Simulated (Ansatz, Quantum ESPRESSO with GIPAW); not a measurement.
# C_Q, η_Q and the second-order shift of 17O in SnO2 (Cassiterite)

A plane-wave PAW calculation (PBE, Ansatz) gives this electric field gradient, in 10²¹ V/m² and Cartesian axes, at one O site of SnO2 (Cassiterite) (atom 3; bound to Sn3; site symmetry m2m):

```
     -2.3166       -8.5557        0.0000
     -8.5557       -2.3166        0.0000
      0.0000        0.0000        4.6332
```

17O has spin 5/2, Q = -0.02558 barn and |γ|/2π = 5.7742 MHz/T. The cell is the P4_2/mnm form of a database entry, atoms relaxed, static and at 0 K, with no spin-orbit coupling beside its heavy atoms. 

**Task.** Find C_Q, η_Q and ν_Q, and the shift and width of the central transition under fast MAS at 11.7 T and 16.4 T.

1. The tensor is symmetric and traceless. Its eigenvalues, ordered by size, are V_xx = 4.6332, V_yy = 6.2391 and V_zz = -10.8723.

2. η_Q = (V_xx − V_yy)/V_zz = 0.148.

3. C_Q = eQV_zz/h. One unit of 10²¹ V/m² with one barn gives 24.18 MHz, so C_Q = 24.18 × −0.02558 × −10.8723 = 6.725 MHz. A spectrum shows its size, not its sign.

4. ν_Q = 3C_Q/[2I(2I−1)] = 1.009 MHz in size, and P_Q = |C_Q|√(1 + η²/3) = 6.749 MHz.

5. The resonances lie at ν0 = 67.56 and 94.70 MHz, so ν_Q/ν0 is 0.015 at most and second order holds. The centre of gravity moves by δ_Q = −(3/40)(P_Q/ν0)² F × 10⁶ ppm, with F = [I(I+1) − 3/4]/[I²(2I−1)²] = 0.08: -59.9 ppm at 11.7 T and -30.5 ppm at 16.4 T.

6. Summing the second-order term over orientations gives a full width of 134 ppm (9.0 kHz) and 68.1 ppm (6.4 kHz). In ppm both fall as 1/B²: (11.7/16.4)² = 0.509. The spinning rate must pass the static width for this shape to show cleanly.

[Banner, clock, file and message-heading lines were taken out of the pw.x and gipaw.x logs.]

[Logs are printed without paths, hosts, clocks, repeated set-up lines and the standing remarks that a program may print on its own settings, such as how far it seeks lower states.]

[Hosts, paths, dates, database ids (printed as entryN), source tags and the programs' standing remarks are cut or masked in the printed files.]
